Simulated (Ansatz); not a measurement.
**InH (model cell, started as rocksalt type): from the cell to its phonons**

Aim: the vibrations of InH (model cell, started as rocksalt type), their spectra, and whether the structure is stable.

Calculated with Ansatz 0.2.0; DFT PBE, scalar-relativistic, plane waves, PAW.

Most raw output is cut from this account.

The structure was built from a prototype and need not be the compound's stable phase.

**1. Starting point**

Symmetry: Fm-3m, No. 225, cubic system. Conventional cell: a = 5.400 Å, b = 5.400 Å, c = 5.400 Å, α = 90.00°, β = 90.00°, γ = 90.00°. Nearest to In lie 6 H at 2.70 Å. Nearest to H lie 6 In at 2.70 Å. Farther neighbours are not listed.

Structure file:

```cif
data_structure
_symmetry_space_group_name_H-M 'Fm-3m'
_symmetry_Int_Tables_number 225
_cell_length_a 5.4000
_cell_length_b 5.4000
_cell_length_c 5.4000
_cell_angle_alpha 90.000
_cell_angle_beta 90.000
_cell_angle_gamma 90.000
_cell_volume 157.46
loop_
_atom_site_label
_atom_site_type_symbol
_atom_site_symmetry_multiplicity
_atom_site_Wyckoff_symbol
_atom_site_fract_x
_atom_site_fract_y
_atom_site_fract_z
_atom_site_occupancy
In1 In 4 a 0.00000 0.00000 0.00000 1
H1 H 4 b 0.50000 0.00000 0.00000 1
```

**2. Relaxation**

Harmonic phonons are second derivatives at a point where the forces vanish, and they are wanted at zero stress, so atoms and cell are relaxed first.

Contents of input.yaml:

```yaml
crystal:
  lattice:
    - [0.0, 2.7, 2.7]
    - [2.7, 0.0, 2.7]
    - [2.7, 2.7, 0.0]
  atoms:
    - { symbol: In, position: [0.0, 0.0, 0.0] }
    - { symbol: H, position: [0.5, 0.5, 0.5] }
kpoints:
  mp_grid: { grid: [14, 14, 14] }
hamiltonian:
  xc: pbe
scf:
  occupations: { method: gaussian, width: 0.1 }
output:
  forces: true
  stress: true
  eigenvalues: true
relax:
  adjacent_minimum: "off"
  f_tol: 0.005
  max_steps: 80
  cell: { stress_tol: 0.05 }
```

Started as:

```bash
> ansatz run input.yaml --threads 4 --pin off --max-ram 7168MiB --backend cpu --events-out ev --progress --plain --runs-dir out
```

Run time: 4.8 s. Hardware: 4 threads of Arm Neoverse V2, shared host; peak memory 0.36 GiB; 17 s of CPU time.

The steps of the relaxation:

```
step  energy less that of the first step (eV)  largest force component (eV/Å)  pressure (GPa)  volume (Å³)
   1                                   0.0000                          0.0000           -3.85        39.37
   2                                  -0.1013                          0.0000           -1.50        33.88
   3                                  -0.1104                          0.0000            0.80        31.12
   4                                  -0.1118                          0.0000           -0.08        32.02
   5                                  -0.1119                          0.0000           -0.01        31.94
  6*                                  -0.1095                          0.0000           -0.08        31.94
   7                                  -0.1095                          0.0000            0.00        31.85
  8*                                  -0.1095                          0.0000            0.00        31.85
```

Relaxation steps marked * repeat the geometry before them on a plane-wave basis chosen anew for their cell, so energy and pressure can jump there.

Forces are held to the 48 operations that the run works with; a distortion that breaks them can't arise in this run.

```
conventional cell, symmetrised  before  after   change
                         a (Å)   5.400  5.032   -6.8 %
                         b (Å)   5.400  5.032   -6.8 %
                         c (Å)   5.400  5.032   -6.8 %
              volume (Å³/atom)   19.68  15.93  -19.1 %
```

Final coordinates:

```xyz
2
Lattice="0.0000 2.5159 2.5159 2.5159 0.0000 2.5159 2.5159 2.5159 0.0000" Properties=species:S:1:pos:R:3 pbc="T T T"
In    0.0000    0.0000    0.0000
H     2.5159    2.5159    2.5159
```

Numbers from this step:

```yaml
pressure: -1.61e-4 GPa
volume_per_atom: 15.93 Å³
gap_on_the_k_mesh: 0 eV
```

In this step the volume went from 19.68 to 15.93 Å³/atom.

**3. Bringing the structure to rest**

The relaxation is repeated from its end on the same settings, as a check that it has come to rest.

input.yaml, the sections that differ from step 2:

```yaml
crystal:
  lattice:
    - [0.0, 2.5159208715, 2.5159208715]
    - [2.5159208715, 0.0, 2.5159208715]
    - [2.5159208715, 2.5159208715, 0.0]
  atoms:
    - { symbol: In, position: [0.0, 0.0, 0.0] }
    - { symbol: H, position: [0.5, 0.5, 0.5] }
output:
  forces: true
  stress: true
  eigenvalues: true
  write_density: true
  write_potential: true
  elf: true
  volumetric_format: npy
# kpoints, hamiltonian, scf, relax: as in step 2
```

Run time: 1.1 s. Hardware: 4 threads; peak memory 0.34 GiB; 3.8 s of CPU time.

Little changed from the start: no atom moved by 0.005 Å and no cell edge by 0.1 %.

Numbers from this step:

| Property | Result |
| --- | --- |
| pressure | -1.60e-4 GPa |

In this step the volume went from 15.93 to 15.93 Å³/atom.

**4. Tight relaxation**

Phonons need a cell at rest on their own settings, so the relaxation is repeated with tight tolerances on forces and stress, using the mesh and the filling of the phonon run that follows.

input.yaml, the sections that differ from step 3:

```yaml
kpoints:
  mp_grid: { grid: [16, 16, 16] }
scf:
  occupations: { method: methfessel_paxton, width: 0.2 }
output:
  forces: true
  stress: true
  eigenvalues: true
relax:
  adjacent_minimum: "off"
  f_tol: 0.001
  max_steps: 60
  cell: { stress_tol: 0.01 }
# crystal, hamiltonian: as in step 3
```

It took 2.6 s on 4 threads; peak memory 0.36 GiB; 9.3 s of CPU time.

Little changed from the start: no atom moved by 0.005 Å and no cell edge by 0.1 %.

This step gave:

- pressure: -8.22e-4 GPa
- volume per atom: 15.88 Å³

The forces vanish by symmetry and the pressure is -0.001 GPa, within the tolerances set. The cell now holds 15.88 Å³/atom.

**5. Modes at Γ**

The zone centre comes first: it holds the modes that light can see, as far as symmetry allows. No field response is asked, since the mesh shows no gap.

input.yaml, the sections that differ from step 4:

```yaml
crystal:
  lattice:
    - [0.0, 2.5135637442, 2.5135637442]
    - [2.5135637442, 0.0, 2.5135637442]
    - [2.5135637442, 2.5135637442, 0.0]
  atoms:
    - { symbol: In, position: [0.0, 0.0, 0.0] }
    - { symbol: H, position: [0.5, 0.5, 0.5] }
output:
  eigenvalues: true
phonons:
  method: dfpt
# kpoints, hamiltonian, scf: as in step 4
# relax: removed
```

Wall time 6.2 s (4 threads); peak memory 0.64 GiB.

This step gave:

| Quantity | Value |
| --- | --- |
| sum-rule residual before enforcement | 4.35e-5 eV/Å² |
| point group | m-3m |
| highest optical mode at the zone centre (no LO-TO term) | -298.6 cm⁻¹ |
| lowest optical zone-centre mode | -298.6 cm⁻¹ |

Patterns of degenerate modes are one choice out of their space. Modes at Γ, with each element's share of the kinetic energy (negative means imaginary):

```
mode  frequency (cm⁻¹)  symmetry  In %  H %
   1            -298.6       T1u     1   99
   2            -298.6       T1u     1   99
   3            -298.6       T1u     1   99
   4               0.0  acoustic    99    1
   5               0.0  acoustic    99    1
   6               0.0  acoustic    99    1
```

Displacements in mode 3 (-298.6 cm⁻¹), the largest set to 1:
```
In1  0.00  0.00 -0.01
H2   0.00  0.00  1.00
```

Before it was imposed, the acoustic sum rule was missed by 4.3e-5 eV/Å². Small misses are needed for a sound result but don't prove that mesh and cutoff are converged. The lowest optical mode is imaginary, 298.6i cm⁻¹, so the energy falls along it.

**6. Response at finite wavevector**

Stability and thermal properties need the whole zone. Linear response on a 4×4×4 q mesh gives force constants as far as a supercell of that size would.

input.yaml: that of step 5 with these lines changed.

```diff
@@ -18 +18,8 @@
   method: dfpt
+  qmesh: [4, 4, 4]
+  temperatures: { t_max: 1000, t_step: 50 }
+  qpath:
+    path:
+      - [[0.0, 0.0, 0.0], [0.5, 0.0, 0.5], [0.625, 0.25, 0.625]]
+      - [[0.375, 0.375, 0.75], [0.0, 0.0, 0.0], [0.5, 0.5, 0.5], [0.5, 0.25, 0.75], [0.5, 0.0, 0.5]]
+    npoints: 10
```

Wall time 3.2 min (4 threads); peak memory 3.4 GiB; 12 min of CPU time.

This step gave:

- sum-rule residual before enforcement: 4.17e-5 eV/Å²
- lowest frequency on the path: -928.8 cm⁻¹
- highest frequency on the path or at a solved wavevector: 105.7 cm⁻¹
- lowest mode on the q mesh (acoustic modes at Γ apart): -928.8 cm⁻¹

Frequencies (cm⁻¹) solved at each irreducible wavevector; negative means imaginary. Frequencies by wavevector, by row:

```
q in reciprocal lattice units  star  mode 1  mode 2  mode 3  mode 4  mode 5  mode 6
                        0 0 0     1  -298.6  -298.6  -298.6       0       0       0
                     0 0 0.25     8  -459.9  -290.2  -290.2      19      19    67.5
                     0 0 -0.5     4  -903.9  -232.6  -232.6   -20.3   -20.3   105.7
                  0 0.25 0.25     6  -502.5  -502.5  -324.8    36.4    36.4    75.2
                  0 0.25 -0.5    24  -704.4  -430.6  -316.4    38.7    57.5    90.1
                 0 0.25 -0.25    12  -550.1  -538.4  -253.2    29.8    59.8    87.6
                  0 -0.5 -0.5     3  -928.8  -536.7  -536.7    58.7    58.7    90.1
              0.25 -0.5 -0.25     6  -700.3  -700.3  -507.9    55.4    79.1    79.1
```

Interpolated from a 4×4×4 q mesh. The phonon branches at the labelled points (cm⁻¹):

```
    point  branch 1  branch 2  branch 3  branch 4  branch 5  branch 6
        Γ      -299      -299      -299         0         0         0
  halfway      -502      -502      -325        36        36        75
        X      -929      -537      -537        59        59        90
  halfway      -880      -545      -497        56        63        90
        U      -761      -570      -396        47        73        86
jump to K      -761      -570      -396        47        73        86
  halfway      -498      -408      -273        26        42        79
        Γ      -299      -299      -299         0         0         0
  halfway      -460      -290      -290        19        19        68
        L      -904      -233      -233       -20       -20       106
  halfway      -750      -388      -263        30        57        93
        W      -700      -700      -508        55        79        79
  halfway      -846      -558      -504        57        64        89
        X      -929      -537      -537        59        59        90
```

The phonon density of states has structure finer than the step of the table below, so its rows give means over 50 cm⁻¹, whole bins alone (the curve runs from -925 to 105 cm⁻¹). Peaks (cm⁻¹: height): -495.0: 0.00848, 35.0: 0.0413, 85.0: 0.0592.

Tetrahedra on a 24×24×24 mesh, mean over bins of 10 cm-1. Interpolated from a 4×4×4 q mesh. The phonon density of states by wavenumber; means over each step:

```
wavenumber (cm⁻¹)  phonon density of states (1/cm⁻¹/cell)
             -900                                  3.5e-4
             -850                                 0.00104
             -800                                 0.00178
             -750                                 0.00325
             -700                                 0.00444
             -650                                 0.00281
             -600                                 0.00308
             -550                                 0.00464
             -500                                 0.00684
             -450                                 0.00594
             -400                                 0.00533
             -350                                 0.00525
             -300                                 0.00528
             -250                                 0.00717
             -200                                 0.00266
             -150                                  1.3e-4
             -100                                       0
              -50                                  1.0e-6
                0                                 0.00732
               50                                  0.0337
```

The partial phonon density of states has structure finer than the step of the table below, so its rows give means over 50 cm⁻¹, whole bins alone (the curve runs from -930 to 118 cm⁻¹). Peaks (cm⁻¹: height): H -712.3: 0.00482, -573.8: 0.00421, -540.9: 0.00578, -501.3: 0.00827, -415.6: 0.00695, -349.7: 0.00687, -283.7: 0.00737; In 39.3: 0.0396, 85.5: 0.0409.

Phonopy on the run's constants, 19x19x19 mesh, Gaussian sigma 7.5 cm-1. Interpolated from a 4×4×4 q mesh. Table of partial phonon density of states by wavenumber; means over each step; values in 1/cm⁻¹/cell:

```
wavenumber (cm⁻¹)        H       In
             -900   4.0e-4        0
             -850  0.00103        0
             -800  0.00186        0
             -750  0.00331        0
             -700  0.00428        0
             -650  0.00269        0
             -600  0.00329        0
             -550  0.00444        0
             -500  0.00703   2.0e-6
             -450  0.00573   1.0e-5
             -400  0.00521   1.0e-5
             -350  0.00552   1.8e-5
             -300  0.00528   4.1e-5
             -250  0.00669   1.0e-4
             -200  0.00277   6.5e-5
             -150   1.7e-4   3.0e-5
             -100        0        0
              -50        0   5.3e-5
                0   5.5e-5  0.00777
               50   1.5e-4   0.0336
```

Second derivatives of the energy by pair, one row for each kind of neighbour of each atom listed. Each entry sums the pair over the periodic images of the supercell that the q mesh stands for, and in a polar crystal it holds the long-range dipole part too. Force constants by pair, by row:

```
atom  neighbour  distance (Å)  third of the trace (eV/Å²)  along the pair's line (eV/Å²)
 In1     itself             0                        1.45                              –
 In1          H         2.514                      0.1001                         0.0351
 In1         In         3.555                     -0.1634                        -0.6237
 In1          H         4.354                      -0.004                        -0.0368
 In1         In         5.027                      0.0048                         0.0289
 In1          H          5.62                     -0.0194                        -0.0309
 In1         In         6.157                      0.0061                         0.0105
 In1         In         7.109                      0.0017                        -0.0041
  H2     itself             0                     -0.9459                              –
  H2         In         2.514                      0.1001                         0.0351
  H2          H         3.555                      0.0782                         0.2983
  H2         In         4.354                      -0.004                        -0.0368
  H2          H         5.027                     -0.0377                        -0.1357
  H2         In          5.62                     -0.0194                        -0.0309
  H2          H         6.157                     -0.0017                        -0.0513
  H2          H         7.109                     -0.0381                        -0.0791
```

Symmetry leaves 8 wavevectors to solve. The lowest mode among them, the acoustic zeros apart, lies at q = (0, -0.5, -0.5) and is imaginary, 928.8i cm⁻¹, so the energy falls along it.

**7. Isotope substitution, element H, natural mass 1.008 amu**

An isotope changes the mass and not the force constants, so no new electronic calculation is needed; the shifts show which modes move this element.

The same force constants with the mass of H changed from 1.008 to 2.014 u (phonopy, no LO-TO term). Both lists are sorted by frequency; levels can cross, so a row need not hold one and the same mode. Modes under 3 cm⁻¹ are left out. Isotope shifts, by row:

```
          q  rank  natural mass (cm⁻¹)  changed mass (cm⁻¹)
      0 0 0     1               -298.6               -212.2
      0 0 0     2               -298.6               -212.2
      0 0 0     3               -298.6               -212.2
   0 0 0.25     1               -459.9               -325.6
   0 0 0.25     2               -290.2               -206.3
   0 0 0.25     3               -290.2               -206.3
   0 0 0.25     4                19.04                18.94
   0 0 0.25     5                19.04                18.94
   0 0 0.25     6                67.53                67.48
   0 0 -0.5     1               -903.9               -639.5
   0 0 -0.5     2               -232.6               -164.6
   0 0 -0.5     3               -232.6               -164.6
   0 0 -0.5     4               -20.28               -20.28
   0 0 -0.5     5               -20.28               -20.28
   0 0 -0.5     6                105.7                105.7
0 0.25 0.25     1               -502.5               -355.6
0 0.25 0.25     2               -502.5               -355.6
0 0.25 0.25     3               -324.8                 -232
0 0.25 0.25     4                36.38                36.36
0 0.25 0.25     5                36.38                36.36
0 0.25 0.25     6                75.15                74.42
```

A mode of this element alone would shift by -29.26 %.

**8. Another isotope, element In, natural mass 114.818 amu**

The same for In, from 114.82 to 112.90 u.

The same force constants with the mass of In changed from 114.818 to 112.904 u (phonopy, no LO-TO term). Both lists are sorted by frequency; levels can cross, so a row need not hold one and the same mode. Modes under 3 cm⁻¹ are left out. Isotope shifts, by row:

```
          q  rank  natural mass (cm⁻¹)  changed mass (cm⁻¹)
      0 0 0     1               -298.6               -298.7
      0 0 0     2               -298.6               -298.7
      0 0 0     3               -298.6               -298.7
   0 0 0.25     1               -459.9               -459.9
   0 0 0.25     2               -290.2               -290.2
   0 0 0.25     3               -290.2               -290.2
   0 0 0.25     4                19.04                 19.2
   0 0 0.25     5                19.04                 19.2
   0 0 0.25     6                67.53                68.09
   0 0 -0.5     1               -903.9               -903.9
   0 0 -0.5     2               -232.6               -232.6
   0 0 -0.5     3               -232.6               -232.6
   0 0 -0.5     4               -20.28               -20.45
   0 0 -0.5     5               -20.28               -20.45
   0 0 -0.5     6                105.7                106.6
0 0.25 0.25     1               -502.5               -502.5
0 0.25 0.25     2               -502.5               -502.5
0 0.25 0.25     3               -324.8               -324.8
0 0.25 0.25     4                36.38                36.68
0 0.25 0.25     5                36.38                36.68
0 0.25 0.25     6                75.15                75.77
```

A mode of this element alone would shift by +0.84 %.

**9. Results**

| Quantity | Value |
| --- | --- |
| space group after relaxation (within 0.01 Å) | Fm-3m |
| volume per atom | 15.9 Å³ |
| electronic character | no gap on this mesh |
| highest optical mode at the zone centre (no LO-TO term) | -299 cm⁻¹ |
| lowest optical zone-centre mode | -299 cm⁻¹ |
| lowest mode on the q mesh (acoustic modes at Γ apart) | -929 cm⁻¹ |
| highest frequency on the path or at a solved wavevector | 106 cm⁻¹ |
| imaginary modes on the 4×4×4 q mesh | yes |

What this shows: Modes are clearly imaginary (beyond 10i cm⁻¹) at 8 of the 8 irreducible wavevectors, most at q = (0, -0.5, -0.5) (928.8i cm⁻¹), so this structure is not a minimum of the energy. The optical modes at Γ form one degenerate level at -299 cm⁻¹ (negative means imaginary). With no gap, or one that is small against the smearing, the frequencies hang on the k mesh and the smearing, most of all near Kohn anomalies. The starting cell was built on a prototype and not taken from a measurement, so the phase need not exist. These are harmonic frequencies at zero temperature: anharmonic shifts, linewidths and thermal expansion are left out.

[Logs are printed without paths, hosts, clocks, repeated set-up lines and the standing remarks that a program may print on its own settings, such as how far it seeks lower states.]

[Hosts, paths, dates, database ids (printed as entryN), source tags and the programs' standing remarks are cut or masked in the printed files.]
